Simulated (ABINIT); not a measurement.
Records of electronic-structure calculations.

```
A GW chain in ABINIT: MgO2 (R-3m)
1.0
     1.60476    0.92651    3.49398
    -1.60476    0.92651    3.49398
     0.00000   -1.85302    3.49398
Mg O
1 2
Direct
  0.00000 0.00000 0.00000
  0.42879 0.42879 0.42879
  0.57121 0.57121 0.57121
# method: RPA screening on LDA, plane waves, norm-conserving pseudopotentials (and 2 further levels or steps)
# program: ABINIT 10.8.3
# settings: cutoff 38 Ha, PseudoDojo scalar-relativistic 0.4.1 standard, norm-conserving, ngkpt (4, 4, 4), nband 48, ecuteps 4.8 Ha, inclvkb 2, shiftk (0, 0, 0), symchi 1, awtr 1, frequency ppm, 4×4×4 k-mesh
# cost: 5 runs, 1.8 min in all on 8 MPI ranks of Intel Xeon Platinum 8375C at 2.90GHz (Ice Lake), shared host
# notes: The program’s warnings: nkpt*nsppol () is not a multiple of nproc spkpt (). The cell and positions are those that the Materials Project relaxed with its own functionals (PBE, PBE+U or r2SCAN), kept fixed. The 4×4×4 mesh is coarse for this cell, which bears on the long-range parts of exchange and screening.
# LDA gap: 2.14 eV, direct
# G0W0 gap on the mesh: 5.02 eV
# GW settings: 4×4×4 mesh, 48 bands, screening to 130.6 eV, Godby-Needs plasmon pole
# known limits: short of the basis limit; coarse k mesh
```

[Long decimals in the printed logs are rounded to 6 places.]

[Logs are printed without paths, hosts, clocks, repeated set-up lines and the standing remarks that a program may print on its own settings, such as how far it seeks lower states.]

[Paths, hosts, dates, memory and timing lines, banners, echoed tables and standing remarks are left out of the program output; an Ansatz launch command may be rebuilt from the run's recorded settings. Measured values are a selection of at most five: reports struck by readers or far from the other reports are left out. None is set beside runs whose start may be inverted or whose files or cutoffs have a known fault.]

[Runs of the session that timed out or met a known fault of the program may be left out.]

[Hosts, paths, dates, database ids (printed as entryN), source tags and the programs' standing remarks are cut or masked in the printed files.]

[G0W0 gaps are taken among the corrected bands and points alone; a level outside them can change the order at an edge.]

[Where Ansatz stands beside ABINIT at settings called matched, ABINIT's density can come from a denser mesh and the files from another edition; pairs whose starting gaps differed by over 0.03 eV were left out, so agreement reads better than it is.]
